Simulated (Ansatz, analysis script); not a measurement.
# Fixed-spin-moment curve of SrCo2As2

Aim: the energy of SrCo2As2 as its total moment is fixed at a series of values, and its answer to a field.

Calculated with Ansatz 0.2.0; PBEsol, PAW set soft_1 (files made for PBE).

### 1. The structure

It takes space group I4/mmm (No. 139, tetragonal). Conventional cell: a = 3.982 Å, b = 3.982 Å, c = 11.449 Å, α = 90.00°, β = 90.00°, γ = 90.00°. Nearest to Sr lie 8 As at 3.29 Å and 8 Co at 3.49 Å. Co has 4 As at 2.30 Å and 4 Co at 2.82 Å and 4 Sr at 3.49 Å nearest. Nearest to As lie 4 Co at 2.30 Å and 4 Sr at 3.29 Å. Farther neighbours are not listed.

The cell comes from the Materials Project, a database of computed structures, and the real compound, where it exists, may take another one.

The cell of this run holds 5 atoms, 2 of them with a starting moment; values «a cell» refer to the cell of the run in question.

### 2. Two spin channels first

First a free collinear run, to see which state the typed moments lead to.

Input file input.yaml:

```yaml
crystal:
  lattice:
    - [-1.9907572976, 1.9907572976, 5.7243631815]
    - [1.9907572976, -1.9907572976, 5.7243631815]
    - [1.9907572976, 1.9907572976, -5.7243631815]
  atoms:
    - { symbol: Sr, position: [0.0, 0.0, 0.0] }
    - { symbol: Co, position: [0.75, 0.25, 0.5], spin: 2.0 }
    - { symbol: Co, position: [0.25, 0.75, 0.5], spin: 2.0 }
    - { symbol: As, position: [0.35135471, 0.35135471, 0.0] }
    - { symbol: As, position: [0.64864529, 0.64864529, 0.0] }
magnetization:
  spin_polarized: true
kpoints:
  mp_grid: { grid: [12, 12, 12] }
hamiltonian:
  xc: pbesol
  pseudopotentials: { kind: paw, azcp: { folder: soft_1 }, xc_functional: pbe }
scf:
  occupations: { method: fermi_dirac, width: 0.05 }
  max_iter: 120
  convergence: { dr2_threshold: 1.0e-08 }
  lower_state_search: "off"
output:
  write_density: true
  write_potential: true
  elf: true
  volumetric_format: npy
```

Run with:

```console
ansatz run input.yaml --threads 1 --pin off --max-ram 2560MiB --backend cpu --events-out ev --progress --plain --runs-dir out
```

Numbers of over 12 decimals in the logs are rounded to 6 here.

Output:

```text
Engine: ansatz 0.2.0, aarch64-unknown-linux-gnu
Pseudopotentials: kind: paw
Pseudopotential: Sr, paw, valence charge 10, recommended cutoff 420 eV (normal), soft_1/Sr.paw.azcp
Pseudopotential: Co, paw, valence charge 17, recommended cutoff 420 eV (normal), soft_1/Co.paw.azcp
Pseudopotential: As, paw, valence charge 15, recommended cutoff 420 eV (normal), soft_1/As.paw.azcp
Functional definition: PBEsol
  exchange = pbesol_x
  correlation = pbesol_c
Crystal: 5 atoms, lattice volume = 90.745 Å³
Basis set: ecut = 420 eV, 1807 PW (Γ)
Bands: 47, of which v1, the nominal top of the filled ones, is band 37 counted from 1 (36 counted from 0)
Symmetry: 16 space group operations
Space group: I4/mmm (ITA 139), of the structure as read, at distance tolerance 4.5e-5 Å
Magnetic group: BNS 139.531 (UNI 1191), of the structure as read, at distance tolerance 4.5e-5 Å
k-points: 163 of 1728
Non-local potential: Sr, projectors of the file, l = 0: 3, l = 1: 2, l = 2: 2
Non-local potential: Co, projectors of the file, l = 0: 3, l = 1: 2, l = 2: 3, l = 3: 1
Non-local potential: As, projectors of the file, l = 0: 2, l = 1: 2, l = 2: 3, l = 3: 1
PAW form: soft (Blöchl's): semilocal exchange-correlation on the pseudo side does not see the compensation charge
PAW frozen core: Sr, regenerated for the run's functional, and the local potential with it (the file was generated under x = pbe(κ = 0.804, μ = 0.219515), c = pbe(β = 0.066725))
PAW frozen core: Co, regenerated for the run's functional, and the local potential with it (the file was generated under x = pbe(κ = 0.804, μ = 0.219515), c = pbe(β = 0.066725))
PAW frozen core: As, regenerated for the run's functional, and the local potential with it (the file was generated under x = pbe(κ = 0.804, μ = 0.219515), c = pbe(β = 0.066725))
PAW one-centre angular grid: Sr, 110 points (default); XC on 64 Gauss nodes
PAW one-centre angular grid: Co, 590 points (default); XC on 64 Gauss nodes
PAW one-centre angular grid: As, 590 points (default); XC on 64 Gauss nodes
Initial density: superposition of atomic densities (chi_scale 0.1, normalization cell, long waves kept (reshape's long-wave potential 0.01 eV rms))
Starting moments: Σ|m| = 4 μB on 2 of 5 sites
Initial wavefunctions: pseudopotential atomic-orbital guess
Functional: x = pbesol(κ = 0.804, μ = 0.123457), c = pbesol(β = 0.046)
iter 1 solved again at ethr=1.96e-3 eV; its pass at ethr=3.10e-3 eV (dr2=1.45e0 eV) is discarded
SCF iter   1: F=—  HF=-23307.216258 eV  |F-HF|=—  |Δ(HF+E_count)|=         —  Δρ=5.96e-2 (↑5.96e-2 ↓3.53e-2)  dr2=1.66e0  dr2_m=1.61e0  M=2.311 μB ∫|m|=2.582 μB  β_m=0.30  ethr=1.96e-3  ⟨swp⟩=1.1  Hψ=86835  notcnv=0
preconditioner: auto → Kerker (q_TF=auto, 2.637 Å⁻¹)  [metal: Δε(μ)=0.002 eV  Ē_g=9.633 eV  σ=0.050 eV  W_gap=0.01  n_scr=32 (ndim 8)  ℏωp=23.4 eV  f_vac=0.000  D(μ)=3.92/eV (n_scr^D=32)]
spin=Collinear: Kerker preconditioning applied to the charge; magnetization (m = ρ↑ − ρ↓) channel mixes plain (no charge-response kernel on spin).
SCF iter   2: F=—  HF=-23307.268170 eV  |F-HF|=—  |Δ(HF+E_count)|=   5.19e-2  Δρ=6.31e-2 (↑3.08e-2 ↓6.31e-2)  dr2=1.65e0  dr2_m=1.67e0  M=1.894 μB ∫|m|=2.148 μB  β_m=0.30  ethr=1.96e-3  ⟨swp⟩=2.5  Hψ=21928  notcnv=0  defer=1
SCF iter   3: F=—  HF=-23307.342668 eV  |F-HF|=—  |Δ(HF+E_count)|=   7.45e-2  Δρ=3.96e-2 (↑3.32e-2 ↓3.96e-2)  dr2=5.11e-1  dr2_m=1.01e0  M=1.810 μB ∫|m|=2.066 μB  β_m=0.30  ethr=1.96e-3  ⟨swp⟩=2.0  Hψ=20287  notcnv=0  defer=679
SCF iter   4: F=—  HF=-23307.317088 eV  |F-HF|=—  |Δ(HF+E_count)|=   2.56e-2  Δρ=3.02e-2 (↑3.02e-2 ↓2.60e-2)  dr2=2.25e-2  dr2_m=6.51e-1  M=1.727 μB ∫|m|=1.957 μB  β_m=0.30  ethr=6.91e-4  ⟨swp⟩=3.1  Hψ=25499  notcnv=0  defer=681
SCF iter   5: F=—  HF=-23307.364894 eV  |F-HF|=—  |Δ(HF+E_count)|=   4.78e-2  Δρ=2.52e-2 (↑2.24e-2 ↓2.52e-2)  dr2=2.15e-2  dr2_m=4.70e-1  M=1.623 μB ∫|m|=1.840 μB  β_m=0.30  ethr=3.04e-5  ⟨swp⟩=2.2  Hψ=27953  notcnv=0  defer=687
SCF iter   6: F=—  HF=-23307.410382 eV  |F-HF|=—  |Δ(HF+E_count)|=   4.55e-2  Δρ=2.14e-2 (↑2.14e-2 ↓1.75e-2)  dr2=1.41e-2  dr2_m=3.13e-1  M=1.554 μB ∫|m|=1.767 μB  β_m=0.30  ethr=2.90e-5  ⟨swp⟩=2.0  Hψ=27107  notcnv=0  defer=690
SCF iter   7: F=—  HF=-23307.430324 eV  |F-HF|=—  |Δ(HF+E_count)|=   1.99e-2  Δρ=1.75e-2 (↑1.75e-2 ↓1.54e-2)  dr2=4.72e-3  dr2_m=2.25e-1  M=1.486 μB ∫|m|=1.687 μB  β_m=0.30  ethr=1.91e-5  ⟨swp⟩=2.5  Hψ=27047  notcnv=0  defer=675
SCF iter   8: F=—  HF=-23307.444217 eV  |F-HF|=—  |Δ(HF+E_count)|=   1.39e-2  Δρ=1.52e-2 (↑1.28e-2 ↓1.52e-2)  dr2=4.39e-3  dr2_m=1.62e-1  M=1.428 μB ∫|m|=1.614 μB  β_m=0.30  ethr=6.38e-6  ⟨swp⟩=2.0  Hψ=25647  notcnv=0  defer=670
SCF iter   9: F=—  HF=-23307.455411 eV  |F-HF|=—  |Δ(HF+E_count)|=   1.12e-2  Δρ=1.25e-2 (↑1.11e-2 ↓1.25e-2)  dr2=1.87e-3  dr2_m=1.16e-1  M=1.379 μB ∫|m|=1.556 μB  β_m=0.30  ethr=5.93e-6  ⟨swp⟩=2.0  Hψ=23392  notcnv=0  defer=668
[...]
spin-set hold released at iteration 9 (site moments contracting): the magnetisation degrees of freedom join the quasi-Newton model from the next iteration; the mixer history was flushed
[...]
SCF iter  12: F=—  HF=-23307.482301 eV  |F-HF|=—  |Δ(HF+E_count)|=   2.73e-3  Δρ=7.15e-4 (↑7.15e-4 ↓4.86e-4)  dr2=5.88e-4  dr2_m=1.14e-4  M=1.121 μB ∫|m|=1.228 μB  β_m=0.71  ethr=2.80e-7  ⟨swp⟩=3.5  Hψ=33665  notcnv=0  defer=665
SCF iter  13: F=—  HF=-23307.482618 eV  |F-HF|=—  |Δ(HF+E_count)|=   3.17e-4  Δρ=5.87e-4 (↑5.87e-4 ↓4.12e-4)  dr2=6.56e-4  dr2_m=2.66e-5  M=1.121 μB ∫|m|=1.223 μB  β_m=0.86  ethr=2.80e-7  ⟨swp⟩=2.0  Hψ=19319  notcnv=0  defer=665
SCF iter  14: F=—  HF=-23307.482637 eV  |F-HF|=—  |Δ(HF+E_count)|=   1.92e-5  Δρ=1.64e-4 (↑1.64e-4 ↓1.25e-4)  dr2=6.74e-5  dr2_m=6.28e-7  M=1.119 μB ∫|m|=1.217 μB  β_m=0.79  ethr=2.80e-7  ⟨swp⟩=2.0  Hψ=18617  notcnv=0  defer=665
SCF iter  15: F=—  HF=-23307.482635 eV  |F-HF|=—  |Δ(HF+E_count)|=   1.53e-6  Δρ=4.94e-5 (↑4.49e-5 ↓4.94e-5)  dr2=5.49e-6  dr2_m=8.69e-8  M=1.119 μB ∫|m|=1.216 μB  β_m=0.89  ethr=9.11e-8  ⟨swp⟩=2.0  Hψ=17216  notcnv=0  defer=665
SCF iter  16: F=—  HF=-23307.482564 eV  |F-HF|=—  |Δ(HF+E_count)|=   7.13e-5  Δρ=2.85e-5 (↑2.32e-5 ↓2.85e-5)  dr2=1.93e-6  dr2_m=8.83e-9  M=1.119 μB ∫|m|=1.216 μB  β_m=0.79  ethr=7.42e-9  ⟨swp⟩=2.0  Hψ=18885  notcnv=0  defer=667
SCF iter  17: F=—  HF=-23307.482564 eV  |F-HF|=—  |Δ(HF+E_count)|=   3.64e-7  Δρ=7.12e-6 (↑7.12e-6 ↓6.03e-6)  dr2=1.65e-7  dr2_m=9.79e-10  M=1.119 μB ∫|m|=1.215 μB  β_m=0.84  ethr=2.61e-9  ⟨swp⟩=2.0  Hψ=24058  notcnv=0  defer=667
SCF iter  18: F=—  HF=-23307.482564 eV  |F-HF|=—  |Δ(HF+E_count)|=   6.03e-9  Δρ=7.00e-6 (↑6.12e-6 ↓7.00e-6)  dr2=1.56e-7  dr2_m=2.26e-10  M=1.119 μB ∫|m|=1.215 μB  β_m=0.88  ethr=2.22e-10  ⟨swp⟩=1.0  Hψ=14636  notcnv=0  defer=667
iter 19 met the thresholds in force, and the SCF goes on: an eigenvalue changes by 0.30 meV, over its tolerance of 0.16 meV (output.eigenvalues, Limitations)
SCF iter  19: F=-23307.482564 eV  HF=-23307.482564 eV  |F-HF|=5.16e-9  |Δ(HF+E_count)|=   1.33e-8  Δρ=1.58e-6 (↑9.55e-7 ↓1.58e-6)  dr2=6.99e-9  dr2_m=1.89e-10  M=1.119 μB ∫|m|=1.215 μB  β_m=0.92  ethr=1.35e-11  ⟨swp⟩=9.0  Hψ=54796  notcnv=0
SCF iter  20: F=-23307.482564 eV  HF=-23307.482564 eV  |F-HF|=3.27e-11  |Δ(HF+E_count)|=  6.95e-10  Δρ=1.86e-7 (↑1.23e-7 ↓1.86e-7)  dr2=1.02e-10  dr2_m=8.27e-12  M=1.119 μB ∫|m|=1.216 μB  ethr=9.45e-12  ⟨swp⟩=1.1  Hψ=34291  notcnv=0
SCF 1 converged in 20 iterations: F = -23307.482564 eV  dr2 = 1.02e-10
  greatest PAW one-centre occupation: 1.001 electrons in one spin orbital (limit 2), on the Co atom at site 2 (counted from 0), in its partial waves of l = 1
SCF converged after 20 iterations
an eigenvalue changed by more than its tolerance at an iteration that met the thresholds in force, so the SCF went on 1 time: the last check found none over its tolerance
Magnetization: 1.1187 μB (37.5594 up, 36.4406 down)
Absolute magnetization: 1.2161 μB (∫|ρ↑−ρ↓|, with the PAW one-centre terms)
Spin contamination: 0.0268 ħ² per cell (⟨S²⟩ above its minimum at these occupations)
Per-site moments (μB) at R_I (Å): [(0.011919, 1.357015), (0.542654, 0.950506), (0.542654, 0.950506), (3.378840589499878e-5, 0.950506), (3.378840589523192e-5, 0.950506)]
Free energy (F): -23307.482564 eV
Harris-Foulkes:  -23307.482564 eV  (|F-HF|=3.27e-11)
Internal energy: -23307.457726 eV  (E = F + TS)
E sigma→0 (E₀):  -23307.470145 eV
Entropy (-TS):   -0.024837 eV (-4.967 meV/atom)
Fermi energy:    12.618575 eV
--- Per-component energies (eV) ---
  E_band       = -1142.171529
  E_kinetic    = 1022.034589
  E_local      = -13248.215760  (includes V_loc(G=0)·N_el)
  E_nonlocal   = 334.108318
  E_hartree    = 6345.952827
  E_xc         = -499.216474
  E_vxc        = -542.637346  (∫ρ·V_xc dr)
  E_paw        = -9672.161325  (= ΣΔE_a)
  E_vpaw       = -1399.367133  (= ΣTr[D̂ρ^β])
  E_aug_tail   = -0.000066  (compensation charges beyond the density's cutoff)
  E_ewald      = -7592.403884
  E_core_change = 2.444048  (= ΣΔE_core)
  E_smearing   = -0.024837  (= −TS)
  E_closure    = 0.000000  (closes the sum)
  Σ components = -23307.482564   (vs F -23307.482564, Δ=0.00e0)
--- Band table (eV; the first three rows and the last of 326) ---
  k-point 0 ↑: bands = [... 33 lower, 11.4610, 11.7170, 11.7170, 11.7946, 13.3351, 14.5844, 14.5844, 15.1573, ... 6 higher]
  k-point 1 ↑: bands = [... 33 lower, 11.3955, 11.4700, 11.6268, 12.0120, 13.1228, 13.9055, 14.9772, 15.7193, ... 6 higher]
  k-point 2 ↑: bands = [... 33 lower, 11.2831, 11.2933, 11.4062, 12.1426, 12.7842, 13.2544, 15.3248, 15.7776, ... 6 higher]
  k-point 162 ↓: bands = [... 33 lower, 12.2052, 12.2052, 12.4670, 12.7780, 12.8897, 14.0511, 15.0295, 15.0295, ... 6 higher]
```

Elapsed: 2.8 min, on 1 thread of Arm Neoverse V2, shared host; peak memory 1 GiB.

Reading the cycles: dr2 is the Hartree energy of the density residual (eV), the measure of convergence; HF is the Harris–Foulkes estimate of the energy, which meets the free energy F at convergence.

Spin moment in the atom's sphere by atom:

```tsv
atom	spin moment in the atom's sphere (μB)
Sr1	0.012
Co2	0.543
Co3	0.543
As4	0.000
As5	0.000
```

Tables count atoms from 1; parts of the log count from 0.

The run ends ferromagnetic, with a net moment of 1.12 μB a cell. Only this order was typed.

Spin density in the ac plane of the conventional cell at fractional y = 0.000, with atoms of Sr and Co and As within 0.2 Å of it.

Values in e/Å³, 24 rows by 14 columns, each cell a mean:
```
0.0 0.0 0.0 0.0 0.0 0.0 0.0 0.0 0.0 0.0 0.0 0.0 0.0 0.0
0.0 0.0 0.0 0.0 0.0 0.0 0.0 0.0 0.0 0.0 0.0 0.0 0.0 0.0
0.0 0.0 0.0 0.0 0.0 0.0 0.0 0.0 0.0 0.0 0.0 0.0 0.0 0.0
0.0 0.0 0.0 0.0 0.0 0.0 0.0 0.0 0.0 0.0 0.0 0.0 0.0 0.0
0.0 0.0 0.0 0.0 0.0 0.0 0.1 0.1 0.1 0.0 0.0 0.0 0.0 0.0
0.0 0.0 0.0 0.0 0.0 0.2 0.9 1.3 0.5 0.1 0.0 0.0 0.0 0.0
0.0 0.0 0.0 0.0 0.0 0.1 0.5 0.7 0.3 0.0 0.0 0.0 0.0 0.0
0.0 0.0 0.0 0.0 0.0 0.0 0.0 0.0 0.0 0.0 0.0 0.0 0.0 0.0
0.0 0.0 0.0 0.0 0.0 0.0 0.0 0.0 0.0 0.0 0.0 0.0 0.0 0.0
0.0 0.0 0.0 0.0 0.0 0.0 0.0 0.0 0.0 0.0 0.0 0.0 0.0 0.0
0.0 0.0 0.0 0.0 0.0 0.0 0.0 0.0 0.0 0.0 0.0 0.0 0.0 0.0
0.0 0.0 0.0 0.0 0.0 0.0 0.0 0.0 0.0 0.0 0.0 0.0 0.0 0.0
0.0 0.0 0.0 0.0 0.0 0.0 0.0 0.0 0.0 0.0 0.0 0.0 0.0 0.0
0.0 0.0 0.0 0.0 0.0 0.0 0.0 0.0 0.0 0.0 0.0 0.0 0.0 0.0
0.0 0.0 0.0 0.0 0.0 0.0 0.0 0.0 0.0 0.0 0.0 0.0 0.0 0.0
0.0 0.0 0.0 0.0 0.0 0.0 0.0 0.0 0.0 0.0 0.0 0.0 0.0 0.0
0.0 0.0 0.0 0.0 0.0 0.0 0.1 0.1 0.0 0.0 0.0 0.0 0.0 0.0
0.0 0.0 0.0 0.0 0.0 0.2 0.9 1.3 0.5 0.1 0.0 0.0 0.0 0.0
0.0 0.0 0.0 0.0 0.0 0.1 0.5 0.7 0.3 0.0 0.0 0.0 0.0 0.0
0.0 0.0 0.0 0.0 0.0 0.0 0.0 0.0 0.0 0.0 0.0 0.0 0.0 0.0
0.0 0.0 0.0 0.0 0.0 0.0 0.0 0.0 0.0 0.0 0.0 0.0 0.0 0.0
0.0 0.0 0.0 0.0 0.0 0.0 0.0 0.0 0.0 0.0 0.0 0.0 0.0 0.0
0.0 0.0 0.0 0.0 0.0 0.0 0.0 0.0 0.0 0.0 0.0 0.0 0.0 0.0
0.0 0.0 0.0 0.0 0.0 0.0 0.0 0.0 0.0 0.0 0.0 0.0 0.0 0.0
```
Columns run along a (4.0 Å), rows up along c (11.4 Å), edges of the conventional cell, whose origin can differ from the input's. Atoms in or near the plane, at fractional coordinates: Sr at (0.00, 0.00), Co at (0.50, 0.75), Co at (0.50, 0.25), As at (0.00, 0.35), As at (0.00, 0.65).

Valence density in the ac plane of the conventional cell at fractional y = 0.000, with atoms of Sr and Co and As within 0.2 Å of it. It is the smooth field of the valence electrons, not physical close to the nuclei.

Ten steps, logarithmic in the rise over the least value, from '0' (0 e/Å³) to '9' (36 e/Å³), each cell a mean:
```
44320000001244
32200000000123
00000000000000
00000011100000
00001345421000
00013699841100
22112588742112
86321233211247
97421000011258
54210000001134
11100000000011
00000000000000
00000000000000
21100000000112
75311000001246
98421111111269
64212345421235
11113699842111
00012588741000
00001233210000
00000000000000
11000000000001
43210000000233
34420000001344
```
Columns run along a (4.0 Å), rows up along c (11.4 Å), edges of the conventional cell, whose origin can differ from the input's. Atoms in or near the plane, at fractional coordinates: Sr at (0.00, 0.00), Co at (0.50, 0.75), Co at (0.50, 0.25), As at (0.00, 0.35), As at (0.00, 0.65).

ELF in the ac plane of the conventional cell at fractional y = 0.000, with atoms of Sr and Co and As within 0.2 Å of it. It is the smooth field of the valence electrons, not physical close to the nuclei.

Ten even steps from '_' (0.04) to '@' (0.82), each cell a mean:
```
==##@@%%::__________++@@@@**
@@%%##--____......__..==%%@@
::::..__..::::::::..____..::
______..::::::::::::....____
....::....::------::....::..
====--::::==##%%++--..::====
++****==::--++**==----++**++
..--****==::::::::--++**++::
__::++##**==::::--++####==..
++**####**==--::--++##%%##++
######**==::......--++######
====--::..________..::----==
++++++--::..______..--==++++
##%%%%##++--::..::==**##%%##
--==####**==--::--++####**--
__::++##++--::::::==**##==..
--==****--::------::==**++--
++++++--::==**%%++--::==++++
----::..::--++**++::..::----
..........::::::::..........
______....::::::::::..______
++==::____..::::::..__..--++
@@@@%%++..____..____::##@@@@
::**@@@@--__________**@@@@==
```
Columns run along a (4.0 Å), rows up along c (11.4 Å), edges of the conventional cell, whose origin can differ from the input's. Atoms in or near the plane, at fractional coordinates: Sr at (0.00, 0.00), Co at (0.50, 0.75), Co at (0.50, 0.25), As at (0.00, 0.35), As at (0.00, 0.65).

### 3. The same state on a denser mesh

Levels at the Fermi energy are partly filled, so moments and energy differences can hang on the k-mesh, and the state is solved again on a denser one.

input.yaml, the sections that differ from step 2:

```yaml
crystal:
  lattice:
    - [-1.9907572976, 1.9907572976, 5.7243631815]
    - [1.9907572976, -1.9907572976, 5.7243631815]
    - [1.9907572976, 1.9907572976, -5.7243631815]
  atoms:
    - { symbol: Sr, position: [0.0, 0.0, 0.0] }
    - { symbol: Co, position: [0.75, 0.25, 0.5], spin: 0.54 }
    - { symbol: Co, position: [0.25, 0.75, 0.5], spin: 0.54 }
    - { symbol: As, position: [0.35135471, 0.35135471, 0.0] }
    - { symbol: As, position: [0.64864529, 0.64864529, 0.0] }
kpoints:
  mp_grid: { grid: [14, 14, 14] }
basis:
  ecutwfc: 420.0
checkpoint:
  read: start
  write: ck
  compress: false
  write_wavefunctions: false
  write_every: 100000
# magnetization, hamiltonian, scf: as in step 2
# output: removed
```

Run with:

```console
ansatz run input.yaml --threads 2 --pin off --max-ram 5120MiB --backend cpu --events-out ev --progress --plain --runs-dir out
```

Output:

```text
[...]
Absolute magnetization: 1.2358 μB (∫|ρ↑−ρ↓|, with the PAW one-centre terms)
[...]
Per-site moments (μB) at R_I (Å): [(0.012054, 1.357015), (0.551007, 0.950506), (0.551007, 0.950506), (0.00130349, 0.950506), (0.00130349, 0.950506)]
Free energy (F): -23307.481807 eV
[...]
Internal energy: -23307.456053 eV  (E = F + TS)
E sigma→0 (E₀):  -23307.468930 eV
Entropy (-TS):   -0.025754 eV (-5.151 meV/atom)
Fermi energy:    12.619282 eV
[...]
[key lines of the parts left out:]
SCF converged after 8 iterations
Magnetization: 1.1419 μB (37.5709 up, 36.4291 down)
```

It took 50 s on 2 threads; peak memory 1.3 GiB; 99 s of CPU time.

Spin moment in the atom's sphere by atom:

```tsv
atom	spin moment in the atom's sphere (μB)
Sr1	0.012
Co2	0.551
Co3	0.551
As4	0.001
As5	0.001
```

The run ends ferromagnetic, with a net moment of 1.14 μB a cell, against 1.12 μB on the first mesh.

### 4. The non-magnetic reference

The state without spin is the zero of E(M).

input.yaml, the sections that differ from step 3:

```yaml
crystal:
  lattice:
    - [-1.9907572976, 1.9907572976, 5.7243631815]
    - [1.9907572976, -1.9907572976, 5.7243631815]
    - [1.9907572976, 1.9907572976, -5.7243631815]
  atoms:
    - { symbol: Sr, position: [0.0, 0.0, 0.0] }
    - { symbol: Co, position: [0.75, 0.25, 0.5] }
    - { symbol: Co, position: [0.25, 0.75, 0.5] }
    - { symbol: As, position: [0.35135471, 0.35135471, 0.0] }
    - { symbol: As, position: [0.64864529, 0.64864529, 0.0] }
scf:
  occupations: { method: fermi_dirac, width: 0.05 }
  max_iter: 120
  convergence: { dr2_threshold: 1.0e-08 }
# kpoints, hamiltonian, basis: as in step 3
# magnetization: removed
# checkpoint: removed
```

Run with:

```console
ansatz run input.yaml --threads 1 --pin off --max-ram 2560MiB --backend cpu --events-out ev --progress --plain --runs-dir out
```

Output:

```text
basis.fft_grid_basis auto: the FFT boxes are laid along the combinations [[1, 0, 1], [0, 1, 1], [0, 0, 1]] of the cell's own vectors, 3.982, 3.982 and 6.379 Å long. The dense box has 27×27×45 points. Along the cell's own vectors, as sized, it would have 45×45×45, 2.78 times as many. Of the 16 symmetry operations that the crystal satisfies within crystal.symmetry.tolerance (time reversal apart; of a slab, those that k [...]
[...]
Crystal: 5 atoms, lattice volume = 90.745 Å³
Basis set: ecut = 420 eV, 1807 PW (Γ), FFT grids on a1+a3, a2+a3, a3
Bands: 42, of which v1, the nominal top of the filled ones, is band 37 counted from 1 (36 counted from 0)
Symmetry: 16 space group operations
[...]
k-points: 244 of 2744
[...]
SCF iter   1: F=—  HF=-23309.602503 eV  |F-HF|=—  |Δ(HF+E_count)|=         —  Δρ=1.47e-1  dr2=2.00e1  ethr=3.10e-3  ⟨swp⟩=8.1  Hψ=43293  notcnv=0
[...]
SCF iter  13: F=-23307.426510 eV  HF=-23307.426510 eV  |F-HF|=8.73e-11  |Δ(HF+E_count)|=   1.11e-9  Δρ=4.55e-7  dr2=1.75e-10  ethr=1.35e-11  ⟨swp⟩=3.0  Hψ=22347  notcnv=0
SCF 1 converged in 13 iterations: F = -23307.426510 eV  dr2 = 1.75e-10
[...]
SCF converged after 13 iterations
Free energy (F): -23307.426510 eV
[...]
Internal energy: -23307.374081 eV  (E = F + TS)
E sigma→0 (E₀):  -23307.400296 eV
Entropy (-TS):   -0.052429 eV (-10.486 meV/atom)
Fermi energy:    12.642309 eV
[...]
```

It took 58 s on 1 thread; peak memory 0.79 GiB.

The free collinear run lies 55.3 meV below it.

(Continued in part 2 of 2.)

[Logs and program files are shortened in this print: banners, set-up blocks, solver, clock and traceback lines can be left out without a mark of their own.]

[Logs are printed without paths, hosts, clocks, repeated set-up lines and the standing remarks that a program may print on its own settings, such as how far it seeks lower states.]

[Hosts, paths, dates, database ids (printed as entryN), source tags and the programs' standing remarks are cut or masked in the printed files.]
